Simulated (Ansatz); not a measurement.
# A hypothetical structure for LaInSi3

This structure for LaInSi3 is made up. Its elements were placed in a known structure type with a cell scaled to their sizes. What cell does the guess relax to, and how far off was it?

Method: DFT, PBE, plane-wave PAW, files of the set soft_1, scalar-relativistic, no spin, cell and ions relaxed at zero pressure; PAW set soft_1, in the first sound run; inputs show where later runs differ, in Ansatz 0.2.0.

## (1) Set-up

The structure is tetragonal, space group I4mm (No. 107). The conventional cell has a = 4.531 Å, b = 4.531 Å, c = 10.443 Å, α = 90.00°, β = 90.00°, γ = 90.00°. La has 12 Si at 3.31 to 3.48 Å and 5 In at 3.58 to 3.62 Å nearest. In has 5 Si at 2.44 to 2.49 Å and 5 La at 3.58 to 3.62 Å nearest. Nearest to Si lie 1 In at 2.44 Å and 4 Si at 2.86 Å and 4 La at 3.31 Å. Nearest to Si lie 2 In at 2.49 Å and 6 Si at 2.86 to 3.20 Å and 4 La at 3.44 to 3.48 Å. Farther neighbours are not listed.

## (2) Relaxation of the guess

The guessed cell has no reason to be at equilibrium. It is relaxed with the atoms, within the space group of the guess.

The input, input.yaml:

```yaml
crystal:
  lattice:
    - [-2.2655, 2.2655, 5.2215]
    - [2.2655, -2.2655, 5.2215]
    - [2.2655, 2.2655, -5.2215]
  atoms:
    - { symbol: La, position: [0.5841, 0.5841, 0.0] }
    - { symbol: In, position: [0.237, 0.237, 0.0] }
    - { symbol: Si, position: [0.0035, 0.0035, 0.0] }
    - { symbol: Si, position: [0.8365, 0.3365, 0.5] }
    - { symbol: Si, position: [0.3365, 0.8365, 0.5] }
kpoints:
  mp_grid: { grid: [8, 8, 8] }
scf:
  occupations: { method: fermi_dirac, width: 0.05 }
hamiltonian:
  xc: pbe
  pseudopotentials: { kind: paw, azcp: { folder: soft_1 } }
relax:
  f_tol: 0.015
  max_steps: 70
  cell: {}
output:
  forces: true
  stress: true
```

The run is started by

```sh
> ansatz run input.yaml --threads 4 --pin off --max-ram 8192MiB --backend cpu --events-out ev --progress --plain --runs-dir out
```

Numbers of over 12 decimals in the logs are rounded to 6 here.

The log of the run:

```text
Engine: ansatz 0.2.0, aarch64-unknown-linux-gnu
Pseudopotentials: kind: paw
Pseudopotential: La, paw, valence charge 11, recommended cutoff 420 eV (normal), soft_1/La.paw.azcp
Pseudopotential: In, paw, valence charge 13, recommended cutoff 420 eV (normal), soft_1/In.paw.azcp
Pseudopotential: Si, paw, valence charge 4, recommended cutoff 420 eV (normal), soft_1/Si.paw.azcp
Functional definition: PBE
  parameter kappa = 0.804
  parameter beta = 0.066725
  exchange = pbe_x(kappa = kappa, mu = beta*pi^2/3)
  correlation = pbe_c(beta = beta)
Crystal: 5 atoms, lattice volume = 107.197 Å³
Basis set: ecut = 420 eV, 2105 PW (Γ), exchange–correlation on 90×90×90 points (8 copies of the dense FFT grid, shifted against one another)
Bands: 23, of which v1, the nominal top of the filled ones, is band 18 counted from 1 (17 counted from 0)
Symmetry: 8 space group operations
Space group: I4mm (ITA 107), of the structure as read, at distance tolerance 4.8e-5 Å
k-points: 59 of 512 (time reversal used)
Non-local potential: La, projectors of the file, l = 0: 3, l = 1: 2, l = 2: 2, l = 3: 3
Non-local potential: In, projectors of the file, l = 0: 2, l = 1: 2, l = 2: 2, l = 3: 1
Non-local potential: Si, projectors of the file, l = 0: 2, l = 1: 2, l = 2: 1
PAW form: soft (Blöchl's): semilocal exchange-correlation on the pseudo side does not see the compensation charge
PAW one-centre angular grid: La, 590 points (default); XC on 64 Gauss nodes
PAW one-centre angular grid: In, 590 points (default); XC on 64 Gauss nodes
PAW one-centre angular grid: Si, 110 points (default); XC on 64 Gauss nodes
Initial density: superposition of atomic densities (chi_scale 0.1, normalization cell, long waves kept (reshape's long-wave potential 0.00 eV rms))
Initial wavefunctions: pseudopotential atomic-orbital guess
Functional: x = pbe(κ = 0.804, μ = 0.219515), c = pbe(β = 0.066725)
SCF iter   1: F=—  HF=-13755.330136 eV  |F-HF|=—  |Δ(HF+E_count)|=         —  Δρ=3.61e-2  dr2=3.74e0  ethr=3.10e-3  ⟨swp⟩=6.1  Hψ=7192  notcnv=0
preconditioner: auto → Kerker (q_TF=auto, 2.275 Å⁻¹)  [metal: Δε(μ)=0.016 eV  Ē_g=9.891 eV  σ=0.050 eV  W_gap=0.08  n_scr=14 (ndim 8)  ℏωp=20.9 eV  f_vac=0.000  D(μ)=4.98/eV (n_scr^D=36)]
SCF iter   2: F=—  HF=-13754.656784 eV  |F-HF|=—  |Δ(HF+E_count)|=   6.73e-1  Δρ=1.76e-2  dr2=4.56e-1  ethr=3.10e-3  ⟨swp⟩=4.3  Hψ=3371  notcnv=0
SCF iter   3: F=—  HF=-13754.573876 eV  |F-HF|=—  |Δ(HF+E_count)|=   8.29e-2  Δρ=8.31e-3  dr2=1.01e-1  ethr=1.27e-3  ⟨swp⟩=4.3  Hψ=2686  notcnv=0
SCF iter   4: F=—  HF=-13754.551627 eV  |F-HF|=—  |Δ(HF+E_count)|=   2.22e-2  Δρ=1.46e-3  dr2=3.74e-3  ethr=2.82e-4  ⟨swp⟩=3.7  Hψ=2427  notcnv=0  defer=1
SCF iter   5: F=—  HF=-13754.551162 eV  |F-HF|=—  |Δ(HF+E_count)|=   4.65e-4  Δρ=4.86e-4  dr2=2.89e-4  ethr=1.04e-5  ⟨swp⟩=2.9  Hψ=2563  notcnv=0
SCF iter   6: F=—  HF=-13754.551122 eV  |F-HF|=—  |Δ(HF+E_count)|=   4.03e-5  Δρ=9.85e-5  dr2=1.67e-5  ethr=8.02e-7  ⟨swp⟩=2.2  Hψ=2724  notcnv=0
SCF iter   7: F=—  HF=-13754.551152 eV  |F-HF|=—  |Δ(HF+E_count)|=   3.03e-5  Δρ=2.91e-5  dr2=1.27e-6  ethr=4.65e-8  ⟨swp⟩=2.3  Hψ=2197  notcnv=0
SCF iter   8: F=-13754.551152 eV  HF=-13754.551152 eV  |F-HF|=4.68e-9  |Δ(HF+E_count)|=   1.62e-7  Δρ=3.77e-6  dr2=2.01e-8  ethr=2.78e-10  ⟨swp⟩=3.9  Hψ=6389  notcnv=0
SCF 1 converged in 8 iterations: F = -13754.551152 eV  dr2 = 2.01e-8
  greatest PAW one-centre occupation: 0.979 electrons in one spin orbital (limit 2), on the In atom at site 1 (counted from 0), in its partial waves of l = 2
relax step   1: F+E_penalty+E_count = -13754.55115192 eV  Δ(F+E_penalty+E_count) = +0.000e0 eV  max|allowed force component| = 2.887e0 eV/Å  Δτ_max = 0.0000 Å  P = +5.419 GPa  Ω = 107.197 Å³  (8 SCF iters, dr2 threshold 1.00e-7 eV, accepted)
Crystal: 5 atoms, lattice volume = 109.286 Å³
Basis set: ecut = 420 eV, 2129 PW (Γ), exchange–correlation on 90×90×90 points (8 copies of the dense FFT grid, shifted against one another)
Initial density: handed on by an earlier stage of this run
Initial wavefunctions: those handed on with the density
iter 1 solved again at ethr=5.70e-4 eV; its pass at ethr=3.10e-3 eV (dr2=2.05e-1 eV) is discarded
SCF iter   1: F=—  HF=-13755.572993 eV  |F-HF|=—  |Δ(HF+E_count)|=         —  Δρ=7.22e-3  dr2=2.07e-1  ethr=5.70e-4  ⟨swp⟩=1.0  Hψ=10853  notcnv=0
preconditioner: auto → Kerker (q_TF=auto, 2.267 Å⁻¹)  [metal: Δε(μ)=0.018 eV  Ē_g=10.944 eV  σ=0.050 eV  W_gap=0.09  n_scr=22 (ndim 8)  ℏωp=20.7 eV  f_vac=0.000  D(μ)=3.22/eV (n_scr^D=30)]
SCF iter   2: F=—  HF=-13755.542570 eV  |F-HF|=—  |Δ(HF+E_count)|=   3.04e-2  Δρ=4.30e-3  dr2=7.31e-2  ethr=5.70e-4  ⟨swp⟩=2.7  Hψ=1683  notcnv=0
SCF iter   3: F=—  HF=-13755.527560 eV  |F-HF|=—  |Δ(HF+E_count)|=   1.50e-2  Δρ=8.16e-4  dr2=1.01e-3  ethr=2.03e-4  ⟨swp⟩=3.5  Hψ=2314  notcnv=0
SCF iter   4: F=—  HF=-13755.527614 eV  |F-HF|=—  |Δ(HF+E_count)|=   5.35e-5  Δρ=3.60e-4  dr2=1.65e-4  ethr=2.81e-6  ⟨swp⟩=2.2  Hψ=2681  notcnv=0
SCF iter   5: F=—  HF=-13755.527635 eV  |F-HF|=—  |Δ(HF+E_count)|=   2.13e-5  Δρ=6.81e-5  dr2=1.35e-5  ethr=4.59e-7  ⟨swp⟩=2.6  Hψ=2438  notcnv=0
SCF iter   6: F=—  HF=-13755.527633 eV  |F-HF|=—  |Δ(HF+E_count)|=   1.49e-6  Δρ=2.15e-5  dr2=5.36e-7  ethr=3.75e-8  ⟨swp⟩=2.1  Hψ=2321  notcnv=0
SCF iter   7: F=-13755.527634 eV  HF=-13755.527634 eV  |F-HF|=1.79e-8  |Δ(HF+E_count)|=   1.46e-7  Δρ=6.35e-6  dr2=5.48e-8  ethr=1.39e-9  ⟨swp⟩=4.7  Hψ=4894  notcnv=0
SCF 2 converged in 7 iterations: F = -13755.527634 eV  dr2 = 5.48e-8
relax step   2: F+E_penalty+E_count = -13755.52763352 eV  Δ(F+E_penalty+E_count) = -9.765e-1 eV  max|allowed force component| = 1.639e0 eV/Å  Δτ_max = 0.1973 Å  P = +1.028 GPa  Ω = 109.286 Å³  energy of the carried Pulay correction = -1.359e-4 eV  (7 SCF iters, dr2 threshold 5.00e-7 eV, accepted)
Crystal: 5 atoms, lattice volume = 107.193 Å³
Basis set: ecut = 420 eV, 2081 PW (Γ), exchange–correlation on 90×90×90 points (8 copies of the dense FFT grid, shifted against one another)
iter 1 solved again at ethr=4.53e-4 eV; its pass at ethr=3.10e-3 eV (dr2=1.63e-1 eV) is discarded
SCF iter   1: F=—  HF=-13756.018473 eV  |F-HF|=—  |Δ(HF+E_count)|=         —  Δρ=6.92e-3  dr2=1.66e-1  ethr=4.53e-4  ⟨swp⟩=1.0  Hψ=10937  notcnv=0
preconditioner: auto → Kerker (q_TF=auto, 2.275 Å⁻¹)  [metal: Δε(μ)=0.013 eV  Ē_g=10.883 eV  σ=0.050 eV  W_gap=0.06  n_scr=14 (ndim 8)  ℏωp=20.9 eV  f_vac=0.000  D(μ)=3.25/eV (n_scr^D=30)]
SCF iter   2: F=—  HF=-13755.993257 eV  |F-HF|=—  |Δ(HF+E_count)|=   2.52e-2  Δρ=4.23e-3  dr2=6.22e-2  ethr=4.53e-4  ⟨swp⟩=1.9  Hψ=1479  notcnv=0
SCF iter   3: F=—  HF=-13755.980148 eV  |F-HF|=—  |Δ(HF+E_count)|=   1.31e-2  Δρ=6.29e-4  dr2=3.74e-4  ethr=1.73e-4  ⟨swp⟩=3.4  Hψ=2326  notcnv=0
SCF iter   4: F=—  HF=-13755.980254 eV  |F-HF|=—  |Δ(HF+E_count)|=   1.06e-4  Δρ=2.20e-4  dr2=7.73e-5  ethr=1.04e-6  ⟨swp⟩=2.2  Hψ=2676  notcnv=0
SCF iter   5: F=—  HF=-13755.980250 eV  |F-HF|=—  |Δ(HF+E_count)|=   3.54e-6  Δρ=5.06e-5  dr2=8.50e-6  ethr=2.15e-7  ⟨swp⟩=2.9  Hψ=2521  notcnv=0
SCF iter   6: F=-13755.980249 eV  HF=-13755.980249 eV  |F-HF|=5.36e-8  |Δ(HF+E_count)|=   9.49e-7  Δρ=1.76e-5  dr2=4.20e-7  ethr=1.39e-9  ⟨swp⟩=3.8  Hψ=6380  notcnv=0
SCF 3 converged in 6 iterations: F = -13755.980249 eV  dr2 = 4.20e-7
  greatest PAW one-centre occupation: 0.980 electrons in one spin orbital (limit 2), on the In atom at site 1 (counted from 0), in its partial waves of l = 2
relax step   3: F+E_penalty+E_count = -13755.98024896 eV  Δ(F+E_penalty+E_count) = -4.526e-1 eV  max|allowed force component| = 7.828e-1 eV/Å  Δτ_max = 0.1949 Å  P = +1.324 GPa  Ω = 107.193 Å³  energy of the carried Pulay correction = +2.897e-7 eV  (6 SCF iters, dr2 threshold 5.00e-7 eV, accepted)
[... from here on, the SCF cycles and remarks between the steps are left out ...]
relax step   4: F+E_penalty+E_count = -13756.19985068 eV  Δ(F+E_penalty+E_count) = -2.196e-1 eV  max|allowed force component| = 4.608e-1 eV/Å  Δτ_max = 0.1959 Å  P = +0.519 GPa  Ω = 108.363 Å³  energy of the carried Pulay correction = -7.621e-5 eV  (6 SCF iters, dr2 threshold 5.00e-7 eV, accepted)
relax step   5: F+E_penalty+E_count = -13756.34198059 eV  Δ(F+E_penalty+E_count) = -1.421e-1 eV  max|allowed force component| = 4.995e-1 eV/Å  Δτ_max = 0.1950 Å  P = -0.496 GPa  Ω = 109.624 Å³  energy of the carried Pulay correction = -1.577e-4 eV  (7 SCF iters, dr2 threshold 5.00e-7 eV, accepted)
relax step   6: F+E_penalty+E_count = -13756.37104348 eV  Δ(F+E_penalty+E_count) = -2.906e-2 eV  max|allowed force component| = 3.694e-1 eV/Å  Δτ_max = 0.0315 Å  P = -0.273 GPa  Ω = 109.346 Å³  energy of the carried Pulay correction = -1.398e-4 eV  (6 SCF iters, dr2 threshold 5.00e-7 eV, accepted)
relax step   7: F+E_penalty+E_count = -13756.37110666 eV  Δ(F+E_penalty+E_count) = -6.318e-5 eV  max|allowed force component| = 2.806e-1 eV/Å  Δτ_max = 0.0874 Å  P = -0.366 GPa  Ω = 109.153 Å³  energy of the carried Pulay correction = -1.273e-4 eV  (6 SCF iters, dr2 threshold 5.00e-7 eV, accepted)
relax step   8: F+E_penalty+E_count = -13756.38201518 eV  Δ(F+E_penalty+E_count) = -1.091e-2 eV  max|allowed force component| = 3.181e-2 eV/Å  Δτ_max = 0.0383 Å  P = +0.164 GPa  Ω = 108.463 Å³  energy of the carried Pulay correction = -8.272e-5 eV  (5 SCF iters, dr2 threshold 5.00e-7 eV, accepted)
relax step   9: F+E_penalty+E_count = -13756.38226740 eV  Δ(F+E_penalty+E_count) = -2.522e-4 eV  max|allowed force component| = 9.802e-3 eV/Å  Δτ_max = 0.0083 Å  P = -0.059 GPa  Ω = 108.798 Å³  energy of the carried Pulay correction = -1.044e-4 eV  (5 SCF iters, dr2 threshold 1.73e-7 eV, accepted)
relax step  10: F+E_penalty+E_count = -13756.38230494 eV  Δ(F+E_penalty+E_count) = -3.753e-5 eV  max|allowed force component| = 6.682e-4 eV/Å  Δτ_max = 0.0015 Å  P = +0.001 GPa  Ω = 108.709 Å³  energy of the carried Pulay correction = -9.863e-5 eV  (4 SCF iters, dr2 threshold 2.01e-8 eV, accepted)
Basis set: ecut = 420 eV, 2115 PW (Γ), exchange–correlation on 80×80×80 points (8 copies of the dense FFT grid, shifted against one another)
Initial wavefunctions: pseudopotential atomic-orbital guess (no wavefunctions were taken with the density)
iter 1 solved again at ethr=2.07e-7 eV; its pass at ethr=3.10e-3 eV (dr2=7.44e-5 eV) is discarded
SCF iter   1: F=—  HF=-13756.382147 eV  |F-HF|=—  |Δ(HF+E_count)|=         —  Δρ=3.86e-4  dr2=4.28e-6  ethr=2.07e-7  ⟨swp⟩=3.4  Hψ=11621  notcnv=0
preconditioner: auto → Kerker (q_TF=auto, 2.269 Å⁻¹)  [metal: Δε(μ)=0.016 eV  Ē_g=10.887 eV  σ=0.050 eV  W_gap=0.08  n_scr=14 (ndim 8)  ℏωp=20.8 eV  f_vac=0.000  D(μ)=3.15/eV (n_scr^D=22)]
SCF iter   2: F=—  HF=-13756.382692 eV  |F-HF|=—  |Δ(HF+E_count)|=   5.45e-4  Δρ=1.96e-4  dr2=1.12e-6  ethr=1.19e-8  ⟨swp⟩=1.3  Hψ=1395  notcnv=0
SCF iter   3: F=—  HF=-13756.382874 eV  |F-HF|=—  |Δ(HF+E_count)|=   1.83e-4  Δρ=4.87e-6  dr2=4.57e-9  ethr=3.12e-9  ⟨swp⟩=2.5  Hψ=2359  notcnv=0
SCF iter   4: F=—  HF=-13756.382874 eV  |F-HF|=—  |Δ(HF+E_count)|=   7.34e-8  Δρ=1.00e-6  dr2=3.39e-10  ethr=1.27e-11  ⟨swp⟩=2.0  Hψ=2457  notcnv=0
SCF iter   5: F=-13756.382874 eV  HF=-13756.382874 eV  |F-HF|=9.09e-12  |Δ(HF+E_count)|=   1.94e-9  Δρ=1.70e-7  dr2=3.28e-11  ethr=1.00e-12  ⟨swp⟩=5.2  Hψ=5868  notcnv=0
SCF 11 converged in 5 iterations: F = -13756.382874 eV  dr2 = 3.28e-11
relax step  11: F+E_penalty+E_count = -13756.38287438 eV  Δ(F+E_penalty+E_count) = -5.694e-4 eV  max|allowed force component| = 6.680e-4 eV/Å  Δτ_max = 0.0000 Å  P = +0.008 GPa  Ω = 108.709 Å³  stress off target by 1.08e-2 GPa  SCF on the basis re-selected at this cell (its energy is not comparable with the rows above)  (5 SCF iters)
basis re-selected at this cell: Δ(F+E_penalty+E_count) = -5.694e-4 eV, ΔP = +0.007 GPa vs the last step (what re-selecting the basis moved, of the pressure what is left beyond the Pulay correction that the steps carried, after the strain that the cell walked since its last selection, with what the two solves' SCF thresholds leave and, on support functions, any second-order correction that the steps lacked; it is no measure of the basis error at this ecutwfc). The dense FFT grid was sized anew with the basis: this SCF ran on 40×40×40 points, the steps before it on 45×45×45, so part of this shift can come from that change (see relax.cell in the input reference). [rest of the remark cut]
SCF converged after 5 iterations
Free energy (F): -13756.382874 eV
Harris-Foulkes:  -13756.382874 eV  (|F-HF|=9.09e-12)
Internal energy: -13756.357875 eV  (E = F + TS)
E sigma→0 (E₀):  -13756.370375 eV
Entropy (-TS):   -0.024999 eV (-5.000 meV/atom)
Fermi energy:    10.627446 eV
--- Per-component energies (eV) ---
  E_band       = -19.881589
  E_kinetic    = 524.743456
  E_local      = -1555.867592  (includes V_loc(G=0)·N_el)
  E_nonlocal   = 482.872920
  E_hartree    = 631.168982
  E_xc         = -455.465128
  E_vxc        = -378.181335  (∫ρ·V_xc dr)
  E_paw        = -11160.843105  (= ΣΔE_a)
  E_vpaw       = -355.787217  (= ΣTr[D̂ρ^β])
  E_aug_tail   = 0.000276  (compensation charges beyond the density's cutoff)
  E_ewald      = -2222.967684
  E_smearing   = -0.024999  (= −TS)
  E_closure    = 0.000000  (closes the sum)
  Σ components = -13756.382874   (vs F -13756.382874, Δ=0.00e0)
--- Forces (eV/Å), atoms counted from 1 ---
  atom   1  La     0.00000000     0.00000000    -0.00066818
  atom   2  In     0.00000000    -0.00000000    -0.00053696
  atom   3  Si    -0.00000000     0.00000000    -0.00003449
  atom   4  Si    -0.00000000     0.00000000     0.00061925
  atom   5  Si     0.00000000     0.00000000     0.00061925
  max |Σ_I F_I| component: 1.14e-6 eV/Å
--- Stress (GPa, compression-positive) ---
        0.010841       0.000000       0.000000
        0.000000       0.010841       0.000000
        0.000000      -0.000000       0.001751
  P = ⅓ Tr σ = 0.0078 GPa (0.078 kbar)
--- Relaxed structure (10 steps of the walk, 10 accepted, 1 SCFs on fresh bases) ---
  F+E_penalty+E_count = -13756.38287438 eV   max|allowed force component| = 6.680e-4 eV/Å   (the final SCF, on the basis selected at the relaxed cell)
  cell:  # Å, volume = 108.7088 Å³
    - [-2.426431, 2.426431, 4.616032]
    - [2.426431, -2.426431, 4.616032]
    - [2.426431, 2.426431, -4.616032]
  atoms:
    - { symbol: La, position: [0.605398, 0.605398, 0] }
    - { symbol: In, position: [0.227586, 0.227586, 0] }
    - { symbol: Si, position: [-0.060135, -0.060135, 0] }
    - { symbol: Si, position: [0.862376, 0.362376, 0.5] }
    - { symbol: Si, position: [0.362376, 0.862376, 0.5] }
```

It took 36 s on 4 threads of Arm Neoverse V2, shared host; peak memory 0.5 GiB.

Step by step:

```tsv
step	energy less that of the first step (eV)	largest force component (eV/Å)	pressure (GPa)	volume (Å³)
1	0.0000	2.8867	5.42	107.20
2	-0.9765	1.6386	1.03	109.29
3	-1.4291	0.7828	1.32	107.19
4	-1.6487	0.4608	0.52	108.36
5	-1.7908	0.4995	-0.50	109.62
6	-1.8199	0.3694	-0.27	109.35
7	-1.8200	0.2806	-0.37	109.15
8	-1.8309	0.0318	0.16	108.46
9	-1.8311	0.0098	-0.06	108.80
10	-1.8312	0.0007	0.00	108.71
11*	-1.8317	0.0007	0.01	108.71
```

Relaxation steps marked * repeat the geometry before them on a plane-wave basis chosen anew for their cell, so energy and pressure can jump there.

Forces are held to the 8 operations that the run works with; a distortion that breaks them can't arise in this run.

```tsv
conventional cell, symmetrised	before	after	change
a (Å)	4.531	4.853	+7.1 %
b (Å)	4.531	4.853	+7.1 %
c (Å)	10.443	9.232	-11.6 %
volume (Å³/atom)	21.44	21.74	+1.4 %
```

The atoms that moved most (Å, as changes of fractional coordinates times the final cell):

```tsv
atom	dx	dy	dz	length
Si3	0.000	0.000	-0.587	0.587
Si4	0.000	0.000	0.239	0.239
Si5	0.000	0.000	0.239	0.239
La1	0.000	0.000	0.197	0.197
In2	0.000	0.000	-0.087	0.087
```

The relaxed structure:

```cif
data_structure
_symmetry_space_group_name_H-M 'P 1'
_symmetry_Int_Tables_number 1
_cell_length_a 5.7518
_cell_length_b 5.7518
_cell_length_c 5.7518
_cell_angle_alpha 130.096
_cell_angle_beta 130.096
_cell_angle_gamma 73.253
_cell_volume 108.71
loop_
_atom_site_label
_atom_site_type_symbol
_atom_site_fract_x
_atom_site_fract_y
_atom_site_fract_z
_atom_site_occupancy
La1 La 0.60540 0.60540 0.00000 1
In2 In 0.22759 0.22759 0.00000 1
Si3 Si 0.93987 0.93987 0.00000 1
Si4 Si 0.86238 0.36238 0.50000 1
Si5 Si 0.36238 0.86238 0.50000 1
```

Numbers from this step:

| Item | Value |
| --- | --- |
| free energy | -13756.3829 eV |
| energy at zero smearing | -13756.3704 eV |
| smearing term TS | 0.02500 eV |
| Fermi energy | 10.63 eV |
| electrons | 36 |
| symmetry operations | 8 |
| pressure | 0.007811 GPa |

Shortest distances by pair of elements, guess and relaxed (not always the same contact):

```tsv
pair	guess (Å)	relaxed (Å)
Si–Si	2.859	2.530
In–Si	2.438	2.656
La–Si	3.313	3.088
In–La	3.580	3.488
La–La	4.531	4.853
```

The relaxation ends with a largest force component of 6.7e-4 eV/Å and a pressure of 0.01 GPa.

(Continued in part 2 of 2.)

[Logs are printed without paths, hosts, clocks, repeated set-up lines and the standing remarks that a program may print on its own settings, such as how far it seeks lower states.]

[Hosts, paths, dates, database ids (printed as entryN), source tags and the programs' standing remarks are cut or masked in the printed files.]
